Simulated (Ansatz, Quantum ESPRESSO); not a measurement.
# KNbTe3 (Pm-3m): zone-centre phonons, part 3 of 3

Wanted: the vibrations of KNbTe3 (Pm-3m) at Γ, by two programs.

Quantum ESPRESSO 8.0 development, patched; DFT LDA, scalar-relativistic, plane waves, PseudoDojo norm-conserving pseudopotentials.

So far, highest optical zone-centre mode (no LO-TO term) (cm⁻¹): step 6 (zone-centre analysis) 202; step 8 (ASR crystal) 202.

The structure was built from a prototype and need not be the compound's stable phase.

## (9) A second program

The same cell goes through another code at the same cutoff. The files are of one family, but Ansatz's library holds files of its own making for some heavy elements, so those for Te may differ. Its k mesh is centred on Γ.

This step: DFT LDA, scalar-relativistic, plane waves, norm-conserving pseudopotentials of its library (PseudoDojo's, some remade) (Ansatz 0.2.0).

input.yaml

```yaml
crystal:
  lattice:
    - [5.4124819685, 0.0, 0.0]
    - [0.0, 5.4124819685, 0.0]
    - [0.0, 0.0, 5.4124819685]
  atoms:
    - { symbol: K, position: [0.0, 0.0, 0.0] }
    - { symbol: Nb, position: [0.5, 0.5, 0.5] }
    - { symbol: Te, position: [0.5, 0.5, 0.0] }
    - { symbol: Te, position: [0.5, 0.0, 0.5] }
    - { symbol: Te, position: [0.0, 0.5, 0.5] }
kpoints:
  mp_grid: { grid: [6, 6, 6] }
hamiltonian:
  xc: lda
  pseudopotentials: { kind: nc, accuracy: standard }
scf:
  occupations: { method: cold, width: 0.27211 }
output:
  eigenvalues: true
basis:
  ecutwfc: 1115.667
phonons:
  method: dfpt
```

Launch:

```bash
$ ansatz run input.yaml --threads 4 --pin off --max-ram 16384MiB --backend cpu --events-out ev --progress --plain --runs-dir out
```

The program printed:

```text
Warning: basis.ecutwfc = 1115.667 eV is below the records' recommended 1120 eV, and the density's cutoff is lower with it unless basis.ecutrho_ratio is high enough to keep the records' density cutoff: compare with a run at a higher cutoff
zone centre: on kpoints.mp_grid the ground state, and the responses unless they are solved on pairs of k-points, stand on 64 of the mesh's 216 k-points, reduced under 8 symmetry operations, with k and −k counted as one. Each operation leaves every solved displacement unchanged or reverses it
Engine: ansatz 0.2.0, x86_64-unknown-linux-gnu
Pseudopotentials: kind: nc
Pseudopotential: K, nc, valence charge 9, recommended cutoff 979.609905 eV (normal), K.nc.azcp (PseudoDojo's, or run here from an input of PseudoDojo's; its table is named by hamiltonian.pseudopotentials.accuracy)
Pseudopotential: Nb, nc, valence charge 13, recommended cutoff 1115.666836 eV (normal), Nb.nc.azcp (PseudoDojo's, or run here from an input of PseudoDojo's; its table is named by hamiltonian.pseudopotentials.accuracy)
Pseudopotential: Te, nc, valence charge 16, recommended cutoff 1120 eV (normal), Te.nc.azcp (PseudoDojo's, or run here from an input of PseudoDojo's; its table is named by hamiltonian.pseudopotentials.accuracy)
Functional definition: SPW92
  exchange = slater_x
  correlation = pw_c
Crystal: 5 atoms, lattice volume = 158.558 Å³
Basis set: ecut = 1115.667 eV, 13397 PW (Γ), exchange–correlation on 120×120×120 points (8 copies of the dense FFT grid, shifted against one another)
Bands: 42, of which v1, the nominal top of the filled ones, is band 35 counted from 1 (34 counted from 0)
Symmetry: 48 space group operations
k-points: 64 of 216 (irreducible under 8 space group operations)
Non-local potential: K, projectors of the file, l = 0: 2, l = 1: 2, l = 2: 2
Non-local potential: Nb, projectors of the file, l = 0: 2, l = 1: 2, l = 2: 2
Non-local potential: Te, projectors of the file, l = 0: 3, l = 1: 2, l = 2: 2, l = 3: 2
Initial density: superposition of atomic densities (chi_scale 0.1, normalization cell, long waves kept (reshape's long-wave potential 0.00 eV rms))
Initial wavefunctions: pseudopotential atomic-orbital guess
Functional: x = slater, c = lda
SCF iter   1: F=—  HF=-11049.203328 eV  |F-HF|=—  |Δ(HF+E_count)|=         —  Δρ=3.58e-2  dr2=3.09e0  ethr=3.10e-3  ⟨swp⟩=11.4  Hψ=12696  notcnv=0
preconditioner: auto → Kerker (q_TF=auto, 2.381 Å⁻¹)  [metal: Δε(μ)=0.128 eV  Ē_g=7.027 eV  σ=0.272 eV  W_gap=0.34  n_scr=32 (ndim 8)  ℏωp=14.4 eV  f_vac=0.003  D(μ)=2.97/eV (n_scr^D=18)]
SCF iter   2: F=—  HF=-11048.530906 eV  |F-HF|=—  |Δ(HF+E_count)|=   6.72e-1  S|Δr|=    0.00e0  Δρ=1.74e-2  dr2=7.76e-1  ethr=3.10e-3  ⟨swp⟩=3.0  Hψ=4010  notcnv=0  defer=25
SCF iter   3: F=—  HF=-11048.311102 eV  |F-HF|=—  |Δ(HF+E_count)|=   2.20e-1  S|Δr|=    0.00e0  Δρ=9.33e-3  dr2=2.64e-1  ethr=1.11e-3  ⟨swp⟩=2.2  Hψ=3406  notcnv=0  defer=25
SCF iter   4: F=—  HF=-11048.208907 eV  |F-HF|=—  |Δ(HF+E_count)|=   1.02e-1  S|Δr|=    0.00e0  Δρ=2.62e-3  dr2=2.80e-2  ethr=3.77e-4  ⟨swp⟩=2.4  Hψ=3869  notcnv=0  defer=33
SCF iter   5: F=—  HF=-11048.198746 eV  |F-HF|=—  |Δ(HF+E_count)|=   1.02e-2  S|Δr|=    0.00e0  Δρ=9.56e-4  dr2=4.88e-3  ethr=4.00e-5  ⟨swp⟩=2.0  Hψ=3571  notcnv=0  defer=30
SCF iter   6: F=—  HF=-11048.197689 eV  |F-HF|=—  |Δ(HF+E_count)|=   1.06e-3  S|Δr|=    0.00e0  Δρ=3.19e-4  dr2=2.82e-4  ethr=6.98e-6  ⟨swp⟩=2.0  Hψ=3669  notcnv=0  defer=30
SCF iter   7: F=—  HF=-11048.197673 eV  |F-HF|=—  |Δ(HF+E_count)|=   1.60e-5  S|Δr|=    0.00e0  Δρ=1.71e-4  dr2=1.42e-4  ethr=4.03e-7  ⟨swp⟩=2.3  Hψ=3364  notcnv=0  defer=24
SCF iter   8: F=—  HF=-11048.197697 eV  |F-HF|=—  |Δ(HF+E_count)|=   2.40e-5  S|Δr|=    0.00e0  Δρ=4.51e-5  dr2=1.14e-5  ethr=2.02e-7  ⟨swp⟩=1.2  Hψ=2695  notcnv=0  defer=24
SCF iter   9: F=—  HF=-11048.197688 eV  |F-HF|=—  |Δ(HF+E_count)|=   9.48e-6  S|Δr|=    0.00e0  Δρ=9.41e-6  dr2=2.67e-7  ethr=1.63e-8  ⟨swp⟩=2.0  Hψ=3206  notcnv=0  defer=24
SCF iter  10: F=—  HF=-11048.197447 eV  |F-HF|=—  |Δ(HF+E_count)|=   2.41e-4  S|Δr|=    0.00e0  Δρ=2.90e-6  dr2=3.45e-8  ethr=3.82e-10  ⟨swp⟩=2.3  Hψ=3852  notcnv=0  defer=33
SCF iter  11: F=—  HF=-11048.197447 eV  |F-HF|=—  |Δ(HF+E_count)|=   3.66e-9  S|Δr|=    0.00e0  Δρ=5.78e-7  dr2=1.17e-9  ethr=4.92e-11  ⟨swp⟩=2.5  Hψ=4362  notcnv=0  defer=33
SCF iter  12: F=—  HF=-11048.197447 eV  |F-HF|=—  |Δ(HF+E_count)|=  2.86e-10  S|Δr|=    0.00e0  Δρ=1.17e-7  dr2=2.56e-11  ethr=1.67e-12  ⟨swp⟩=2.3  Hψ=4151  notcnv=0  defer=33
SCF iter  13: F=-11048.197447 eV  HF=-11048.197447 eV  |F-HF|=7.28e-12  |Δ(HF+E_count)|=  3.64e-12  S|Δr|=    0.00e0  Δρ=3.43e-8  dr2=1.06e-12  ethr=1.00e-12  ⟨swp⟩=15.1  Hψ=17763  notcnv=0
SCF 1 converged in 13 iterations: F = -11048.197447 eV  dr2 = 1.06e-12
DFPT response loops at Γ: preconditioner auto → Kerker (q_TF=auto, 2.381 Å⁻¹) (partly filled bands, converged f_vac=0.032); β = 1.00, the filter's whole step (`scf.mixing.beta` (0.50) is not read by the response loops under this deck's `scf.mixing.preconditioner`; to damp them name `kerker` or `kerker_dos`, under which they read `scf.mixing.beta`, and type it under 1.00, their step now; both keys bind the ground state too); Broyden in place of MSR1
SCF converged after 13 iterations
Stability not checked: this state was not tested for a lower state beside it, because cold or Methfessel-Paxton smearing, or corrected tetrahedra, fill the levels in a way that the test cannot read (fill_not_monotonic; see scf.lower_state_search)
Free energy (F): -11048.197447 eV
Harris-Foulkes:  -11048.197447 eV  (|F-HF|=7.28e-12)
Internal energy: -11048.143253 eV  (E = F + TS)
E sigma→0 (E₀):  -11048.179382 eV
Entropy (-TS):   -0.054195 eV (-10.839 meV/atom)
Fermi energy:    8.545890 eV
Step filling:    the computed levels leave a gap of 0.0000 eV = 0.0 smearing widths at the electron count; against every level under it full and every level over it empty, smearing changes F+E_penalty+E_count by -23.360 meV and its σ→0 estimate by -5.296 meV
--- Per-component energies (eV) ---
  E_band       = -1062.592803
  E_kinetic    = 5404.521967
  E_local      = -8851.340817  (includes V_loc(G=0)·N_el)
  E_nonlocal   = -2023.693710
  E_hartree    = 3032.247802
  E_xc         = -2499.091503
  E_vxc        = -1656.575816  (∫ρ·V_xc dr)
  E_ewald      = -6110.786993
  E_smearing   = -0.054195  (= −TS)
  E_closure    = 0.000000  (closes the sum)
  Σ components = -11048.197447   (vs F -11048.197447, Δ=0.00e0)
--- Band table (eV; the first three rows and the last of 64) ---
  k-point 0: bands = [... 31 lower, 7.4103, 7.4694, 7.4694, 7.4694, 8.3729, 8.3729, 8.3729, 9.2205, ... 3 higher]
  k-point 1: bands = [... 31 lower, 7.2176, 7.3603, 7.4791, 7.9351, 7.9351, 8.7357, 8.7357, 9.2454, ... 3 higher]
  k-point 2: bands = [... 31 lower, 6.3711, 6.8976, 7.4989, 7.9982, 7.9982, 9.2750, 9.4290, 9.4290, ... 3 higher]
  k-point 63: bands = [... 31 lower, 4.4695, 9.0188, 9.0188, 9.0188, 9.5529, 9.5529, 9.5529, 10.6460, ... 3 higher]
--- Phonons (Γ-DFPT): 4 representative perturbations + reference, on 64 of 216 k-points (Σ response iterations 16) ---
  k mesh reduced under 8 symmetry operations, with k and −k counted as one. Each operation leaves every solved displacement unchanged or reverses it
  ASR residual: 7.498e-5 → 0.000e0 eV/Å²; symmetrization residual: 2.750e-5 eV/Å²
  ASR residual per site (eV/Å²): 7.50e-5 4.44e-5 3.30e-5 3.30e-5 3.30e-5
  Γ frequencies (cm⁻¹): -12.59 -12.59 -12.59 0.00 0.00 0.00 30.13 30.13 30.13 57.39 57.39 57.39 199.96 199.96 199.96
  non-analytic LO–TO correction: not included (Born effective charges unavailable; polar crystals: no LO–TO splitting at Γ)
```

The job ended after 2.8 min (4 threads of Intel Xeon Platinum 8375C at 2.90GHz (Ice Lake), shared host; peak memory 5.4 GiB).

Numbers from this step:

* sum-rule residual before enforcement: 7.50e-5 eV/Å²
* highest optical zone-centre mode (no LO-TO term): 200.0 cm⁻¹
* lowest optical zone-centre mode: -12.59 cm⁻¹

## (10) The two compared: QE PseudoDojo and Ansatz, library NC

Worked out from the results:

* root-mean-square difference: 0.89 cm⁻¹
* largest difference: 1.74 cm⁻¹

The 12 of 12 modes that differ most. Frequencies side by side:

| q (reciprocal lattice) | mode | QE PseudoDojo (cm⁻¹) | Ansatz, library NC (cm⁻¹) |
| --- | --- | --- | --- |
| 0 0 0 | 1 | -12.7 | -12.59 |
| 0 0 0 | 2 | -12.7 | -12.59 |
| 0 0 0 | 3 | -12.7 | -12.59 |
| 0 0 0 | 7 | 29.77 | 30.13 |
| 0 0 0 | 8 | 29.77 | 30.13 |
| 0 0 0 | 9 | 29.77 | 30.13 |
| 0 0 0 | 10 | 57.35 | 57.39 |
| 0 0 0 | 11 | 57.35 | 57.39 |
| 0 0 0 | 12 | 57.35 | 57.39 |
| 0 0 0 | 13 | 201.7 | 200 |
| 0 0 0 | 14 | 201.7 | 200 |
| 0 0 0 | 15 | 201.7 | 200 |

At the zone centre the largest difference (acoustic modes at Γ apart) is 0.9 % of the highest mode.

## (11) Results

```
space group after relaxation                                           : Pm-3m
volume per atom                                                        : 31.7 Å³
highest optical zone-centre mode (no LO-TO term)                       : 201.7 cm⁻¹
lowest optical zone-centre mode                                        : -12.7 cm⁻¹
imaginary optical modes at the zone centre (no q mesh in this session) : yes
largest difference from Ansatz, library NC                             : 1.74 cm⁻¹
```

**Reading.** At the LDA level the optical modes of KNbTe3 (Pm-3m) at the zone centre run from 13i to 202 cm⁻¹, so the structure is a saddle point, with 3 modes beyond 10i cm⁻¹ there. Of the 12 optical modes, 9 are infrared active alone and 3 are silent. QE PseudoDojo and Ansatz, library NC differ by 0.9 cm⁻¹ in the root mean square and by 1.7 cm⁻¹ at most, 0.9 % of the highest mode compared (acoustic modes at Γ left out); the two use different potentials, and the cell was not relaxed for the second set. These are harmonic frequencies at zero temperature: anharmonic shifts and linewidths and thermal expansion are left out. Spin-orbit coupling is left out, which can matter for the heavy elements here. In a metal the frequencies hang on the k mesh and the smearing, most of all near Kohn anomalies. The total energies of the two programs lie far apart, so at least one potential file in Ansatz's library differs from the published one read by the first program. The build is a development version in which the Raman tensors of release 7.5 are mended; dynmat.x leaves out the electro-optic term of LO lines. The structure is a hypothetical one, built on a prototype.

[Host names and launcher messages were left out of these logs when they were recorded.]

[Logs are printed without paths, hosts, clocks, repeated set-up lines and the standing remarks that a program may print on its own settings, such as how far it seeks lower states.]

[Hosts, paths, dates, database ids (printed as entryN), source tags and the programs' standing remarks are cut or masked in the printed files.]
